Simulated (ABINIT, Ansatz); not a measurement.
# Cs3GaF6 (Fm-3m): G0W0 with ABINIT, start to end, part 2 of 2

Wanted: ground state, empty states, screening and self-energy for Cs3GaF6 (Fm-3m).

ABINIT 10.8.3; PBEsol and many-body steps on it, plane waves. Known limits of the many-body steps: not at the basis limit; no spin-orbit coupling; coarse k mesh.

So far. Step 2 (Ground state): The gap is indirect, with the least direct gap 0.02 eV higher. Step 3 (Empty states on the mesh, 2×2×2 mesh, 409 bands): On this mesh the gap is 5.914 eV.

**4. Screening, 2×2×2 mesh, 373 bands, screening to 217.7 eV**

The RPA dielectric matrix is built and inverted for each q.

This step: RPA screening on PBEsol, plane waves, norm-conserving pseudopotentials.

run.abi reads:

```
acell 3*1.0 Angstrom
rprim 
  -0.000000000000 4.723900000000 4.723900000000
  4.723900000000 0.000000000000 4.723900000000
  4.723900000000 4.723900000000 0.000000000000
ntypat 3
znucl 55 31 9
natom 10
typat 1 1 1 2 3 3 3 3 3 3
xred 
  0.750000000000 0.750000000000 0.750000000000
  0.250000000000 0.250000000000 0.250000000000
  0.000000000000 0.000000000000 0.000000000000
  0.500000000000 0.500000000000 0.500000000000
  0.296500000000 0.703500000000 0.703500000000
  0.703500000000 0.296500000000 0.703500000000
  0.703500000000 0.296500000000 0.296500000000
  0.296500000000 0.703500000000 0.296500000000
  0.703500000000 0.703500000000 0.296500000000
  0.296500000000 0.296500000000 0.703500000000
pp_dirpath "pseudos"
pseudos "Cs.upf, Ga.upf, F.upf"
ecut 45
ngkpt 2 2 2
nshiftk 1
shiftk 0 0 0
kptopt 1
chksymbreak 0
istwfk *1
occopt 1
irdwfk 1
optdriver 3
nband 373
ecuteps 8
inclvkb 2
awtr 1
symchi 1
indata_prefix "in"
outdata_prefix "out"
tmpdata_prefix "tmp"
```

Run with:

```console
> OMP_NUM_THREADS=1 mpirun -n 4 abinit run.abi > log
```

Numbers of over 12 decimals in the logs are rounded to 6 here.

Log:

```text
.Version 10.8.3 of ABINIT. v10.8.2 released Aug 2026.

 Symmetries : space group Fm -3 m (#225); Bravais cF (face-center cubic)
[... echo of the input left out ...]
== DATASET  1 ==================================================================
-   mpi_nproc: 4, omp_nthreads: 1 (-1 if OMP is not activated)

--- !DatasetInfo
iteration_state: {dtset: 1, }
dimensions: {natom: 10, nkpt: 3, mband: 373, nsppol: 1, nspinor: 1, nspden: 1, mpw: 20554, }
cutoff_energies: {ecut:  45.0, pawecutdg:  -1.0, }
electrons: {nelect:   9.00000000E+01, charge:   0.00000000E+00, occopt:   1.00000000E+00, tsmear:   1.00000000E-02, }

 SCREENING: Calculation of the susceptibility and dielectric matrices

 Based on a program developped by R.W. Godby, V. Olevano, G. Onida, and L. Reining.
 Incorporated in ABINIT by V. Olevano, G.-M. Rignanese, and M. Torrent.
.Using double precision arithmetic ; gwpc =  8

[... cell and pseudopotentials left out ...]
--------------------------------------------------------------------------------

 ==== K-mesh for the wavefunctions ====
 Number of points in the irreducible wedge :     3
[... list of points left out ...]
 Together with 48 symmetry operations and time-reversal symmetry
 yields     8 points in the full Brillouin Zone.

 ==== Q-mesh for the screening function ====
 Number of points in the irreducible wedge :     3
[... list of points left out ...]
 Together with 48 symmetry operations and time-reversal symmetry
 yields     8 points in the full Brillouin Zone.

 setmesh: FFT mesh size selected  =    60x   60x   60
          total number of points  =       216000

 vcoul_init : cutoff-mode = AUXILIARY_FUNCTION
 q-points for optical limit:   1
     1)      0.000010    0.000020    0.000030

- screening: taking advantage of time-reversal symmetry
- Maximum band index for partially occupied states nbvw = 45
- Remaining bands to be divided among processors   nbcw = 328
- Number of bands treated by each node ~82

 Number of electrons calculated from density =   90.0000; Expected =   90.0000
 average of density, n =  0.063258
 r_s =    1.5569
 omega_plasma =   24.2612 [eV]

 calculating chi0 at frequencies [eV] :
  1    0.000000E+00    0.000000E+00
  2    0.000000E+00    2.426121E+01

--------------------------------------------------------------------------------
  q-point number  1        q = ( 0.000000, 0.000000, 0.000000) [r.l.u.]
--------------------------------------------------------------------------------
[... chi0 elements left out ...]
 For q-point:  0.000010 0.000020 0.000030
  dielectric constant =   2.2371
  dielectric constant without local fields =   2.5312

  Average fulfillment of the sum rule on Im[epsilon] for q-point    1 :     58.84  [%]
[... wings left out ...]
  q-point number  2        q = ( 0.500000, 0.000000, 0.000000) [r.l.u.]
--------------------------------------------------------------------------------
[... chi0 elements left out ...]
  Average fulfillment of the sum rule on Im[epsilon] for q-point    2 :     62.27  [%]

 [... 1 further q-points ...]
```

Wall time 26 min (4 MPI ranks of Intel Xeon 6975P-C (Granite Rapids), shared host); peak memory 8 GiB; 1.7 h of CPU time.

This step gave:

| Item | Value |
| --- | --- |
| ε∞ with local fields, on this mesh, along the program's q direction | 2.237 |
| the same without local fields | 2.531 |
| plasma frequency | 24.26 eV |
| plane waves in the screening matrix | 1471 |

Local fields lower ε∞ by 12 %. On a Γ-centred mesh this coarse the value itself is usually too large, while a short band sum pulls it down.

**5. Self-energy, 2×2×2 mesh, 373 bands, screening to 217.7 eV**

The self-energy is evaluated for the states that the input lists, and the levels follow from it, in one-shot runs by the linearised quasiparticle equation.

This step: G0W0 on PBEsol, plane waves, norm-conserving pseudopotentials.

run.abi, as its differences from that of step 4:

```diff
@@ -31,8 +31,17 @@
 irdwfk 1
-optdriver 3
+optdriver 4
 nband 373
+gwcalctyp 0
+ecutsigx 45
+symsigma 1
+nkptgw 2
+kptgw 
+  0.5000000000 0.0000000000 0.0000000000
+  0.0000000000 0.0000000000 0.0000000000
+bdgw 
+  44 47
+  43 48
 ecuteps 8
-inclvkb 2
-awtr 1
-symchi 1
+irdscr 1
+ppmodel 1
 indata_prefix "in"
```

Log:

```text
.Version 10.8.3 of ABINIT. v10.8.2 released Aug 2026.

 Symmetries : space group Fm -3 m (#225); Bravais cF (face-center cubic)
[... echo of the input left out ...]
== DATASET  1 ==================================================================
-   mpi_nproc: 4, omp_nthreads: 1 (-1 if OMP is not activated)

--- !DatasetInfo
iteration_state: {dtset: 1, }
dimensions: {natom: 10, nkpt: 3, mband: 373, nsppol: 1, nspinor: 1, nspden: 1, mpw: 20554, }
cutoff_energies: {ecut:  45.0, pawecutdg:  -1.0, }
electrons: {nelect:   9.00000000E+01, charge:   0.00000000E+00, occopt:   1.00000000E+00, tsmear:   1.00000000E-02, }

 SIGMA: Calculation of the GW corrections

 Based on a program developped by R.W. Godby, V. Olevano, G. Onida, and L. Reining.
 Incorporated in ABINIT by V. Olevano, G.-M. Rignanese, and M. Torrent.
.Using double precision arithmetic ; gwpc =  8

[... cell and pseudopotentials left out ...]
--------------------------------------------------------------------------------

 ==== K-mesh for the wavefunctions ====
 Number of points in the irreducible wedge :     3
[... list of points left out ...]
 Together with 48 symmetry operations and time-reversal symmetry
 yields     8 points in the full Brillouin Zone.

 ==== Q-mesh for screening function ====
 Number of points in the irreducible wedge :     3
[... list of points left out ...]
 Together with 48 symmetry operations and time-reversal symmetry
 yields     8 points in the full Brillouin Zone.

 vcoul_init : cutoff-mode = AUXILIARY_FUNCTION
 q-points for optical limit:   1
     1)      0.000010    0.000020    0.000030
 setmesh: FFT mesh size selected  =    80x   80x   80
          total number of points  =       512000

 Number of electrons calculated from density =   90.0000; Expected =   90.0000
 average of density, n =  0.063258
 r_s =    1.5569
 omega_plasma =   24.2612 [eV]

 === KS Band Gaps ===
  >>>> For spin  1
   Minimum direct gap =   5.9384 [eV], located at k-point      :   0.0000  0.0000  0.0000
   Fundamental gap    =   5.9141 [eV], Top of valence bands at :   0.5000  0.0000  0.0000
                                       Bottom of conduction at :   0.0000  0.0000  0.0000
 SIGMA fundamental parameters:
 PLASMON POLE MODEL  1
 number of plane-waves for SigmaX                20395
 number of plane-waves for SigmaC and W           1471
 number of plane-waves for wavefunctions         20395
 number of bands                                   373
 number of independent spin polarizations            1
 number of spinorial components                      1
 number of k-points in IBZ                           3
 number of q-points in IBZ                           3
 number of symmetry operations                      48
 number of k-points in BZ                            8
 number of q-points in BZ                            8
 number of frequencies for dSigma/dE                 9
 frequency step for dSigma/dE [eV]                0.25
 number of omega for Sigma on real axis              0
 max omega for Sigma on real axis  [eV]           0.00
 zcut for avoiding poles [eV]                     0.10

 EPSILON^-1 parameters (SCR file):
 dimension of the eps^-1 matrix on file           1471
 dimension of the eps^-1 matrix used              1471
 number of plane-waves for wavefunctions         20395
 number of bands                                   373
 number of q-points in IBZ                           3
 number of frequencies                               2
 number of real frequencies                          1
 number of imag frequencies                          1

 matrix elements of self-energy operator (all in [eV])

 Perturbative Calculation

--- !SelfEnergy_ee
iteration_state: {dtset: 1, }
kpoint     : [   0.500,    0.000,    0.000, ]
spin       : 1
KS_gap     :    7.612
QP_gap     :   11.279
Delta_QP_KS:    3.667
data: !SigmaeeData |
     Band     E0 <VxcDFT>   SigX SigC(E0)      Z dSigC/dE  Sig(E)    E-E0       E
       44   0.141 -22.204 -29.286   5.055   0.797  -0.255 -23.820  -1.615  -1.474
       45   0.141 -22.204 -29.286   5.055   0.797  -0.255 -23.820  -1.615  -1.474
       46   7.754 -14.545  -9.571  -2.589   0.860  -0.163 -12.494   2.052   9.805
       47   8.097  -9.111  -4.762  -2.813   0.881  -0.135  -7.757   1.353   9.450

--- !SelfEnergy_ee
iteration_state: {dtset: 1, }
kpoint     : [   0.000,    0.000,    0.000, ]
spin       : 1
KS_gap     :    5.938
QP_gap     :    9.031
Delta_QP_KS:    3.093
data: !SigmaeeData |
     Band     E0 <VxcDFT>   SigX SigC(E0)      Z dSigC/dE  Sig(E)    E-E0       E
       43   0.117 -22.229 -29.723   5.385   0.792  -0.262 -23.899  -1.671  -1.554
       44   0.117 -22.229 -29.723   5.385   0.792  -0.262 -23.899  -1.671  -1.554
       45   0.117 -22.229 -29.723   5.385   0.792  -0.262 -23.899  -1.671  -1.554
       46   6.056  -9.990  -5.616  -2.761   0.881  -0.134  -8.568   1.422   7.478
       47   7.760  -7.956  -3.766  -2.748   0.887  -0.128  -6.677   1.278   9.039
       48   7.760  -7.956  -3.766  -2.748   0.887  -0.128  -6.677   1.278   9.039

== END DATASET(S) ==============================================================
================================================================================

 -outvars: echo values of variables after computation  --------
           etotal      0.0000000000E+00
            nband         373
             nkpt           3
          spgroup         225
 [... the other variables as echoed above ...]

 Calculation completed.
```

It took 9.3 min on 4 MPI ranks; peak memory 7 GiB; 37 min of CPU time.

This step gave:

```yaml
g0w0_gap_on_the_points_computed: 8.952 eV
starting_gap_on_the_mesh: 5.914 eV
k_of_the_valence_top: 0.5, 0, 0
k_of_the_conduction_bottom: 0, 0, 0
z_at_the_valence_top: 0.797
z_at_the_conduction_bottom: 0.881
least_direct_g0w0_gap_on_the_computed_points: 9.032 eV
```

The gap on the mesh goes from 5.91 eV to 8.95 eV, a correction of +3.04 eV.

Limits: finite bands, cutoff and mesh; no spin-orbit coupling; coarse k mesh. v1 is the top filled band, c1 the lowest empty one. The levels before and after the correction (eV, zero at the valence-band top of each column):

```csv
,conduction bottom,valence top
Kohn-Sham,5.91,0.00
G0W0,8.95,0.00
```

```csv
,level,energy (eV)
Kohn-Sham,(0.5 0 0) v2-v1,0.000
Kohn-Sham,(0.5 0 0) c1,7.612
Kohn-Sham,(0.5 0 0) c2,7.956
Kohn-Sham,Γ v3-v1,-0.024
Kohn-Sham,Γ c1,5.914
Kohn-Sham,Γ c2-c3,7.619
G0W0,(0.5 0 0) v2-v1,0.000
G0W0,(0.5 0 0) c1,11.279
G0W0,(0.5 0 0) c2,10.924
G0W0,Γ v3-v1,-0.080
G0W0,Γ c1,8.952
G0W0,Γ c2-c3,10.513
```

**6. Where the time went**

Times are wall times on the hardware named with each run, good to a factor of about two.

```csv
step,time,share,memory (GiB)
ground state,6.4 min,10 %,0.97
empty states on the mesh,22 min,35 %,0.9
screening,26 min,40 %,8.0
self-energy,9.3 min,14 %,7.0
```

**7. Outcome**

```yaml
pbesol_gap: 5.91 eV, indirect (only 24 meV under the direct gap)
g0w0_gap_on_the_mesh: 8.95 eV
gw_settings: 2×2×2 mesh, 373 bands, screening to 217.7 eV, Godby-Needs plasmon pole
known_limits: not at the basis limit; no spin-orbit coupling; coarse k mesh
```

**Reading.** G0W0 moves the gap on the mesh from 5.91 eV to 8.95 eV (+3.04 eV), with Z of 0.80 and 0.88 at the edges. Local fields lower the RPA ε∞ on this mesh from 2.53 to 2.24; a Γ-centred mesh this coarse tends to raise both, most where the direct gap is narrow, while a short band sum lowers them. Only 2 of the mesh's irreducible points were corrected, so a valley elsewhere could overtake. Bands and cutoff are finite, so the gap is not at the basis limit. The miss can reach some tenths of an eV and take either sign; the mesh is an error of its own. In the G0W0 run levels were corrected at 2 k points alone, so a gap called «on the mesh» is the least over those, and an edge elsewhere would be missed. The 2×2×2 mesh is coarse for this cell, which bears on the long-range parts of exchange and screening. The many-body steps are scalar-relativistic: spin-orbit coupling is not in them.

[Paths, hosts, dates, memory and timing lines, banners, echoed tables and standing remarks are left out of the program output.]

[Logs are printed without paths, hosts, clocks, repeated set-up lines and the standing remarks that a program may print on its own settings, such as how far it seeks lower states.]

[Runs of the session that timed out or met a known fault of the program may be left out.]

[Hosts, paths, dates, database ids (printed as entryN), source tags and the programs' standing remarks are cut or masked in the printed files.]

[G0W0 gaps are taken among the corrected bands and points alone; a level outside them can change the order at an edge.]

[Where Ansatz stands beside ABINIT at settings called matched, ABINIT's density can come from a denser mesh and the files from another edition; pairs whose starting gaps differed by over 0.03 eV were left out, so agreement reads better than it is.]
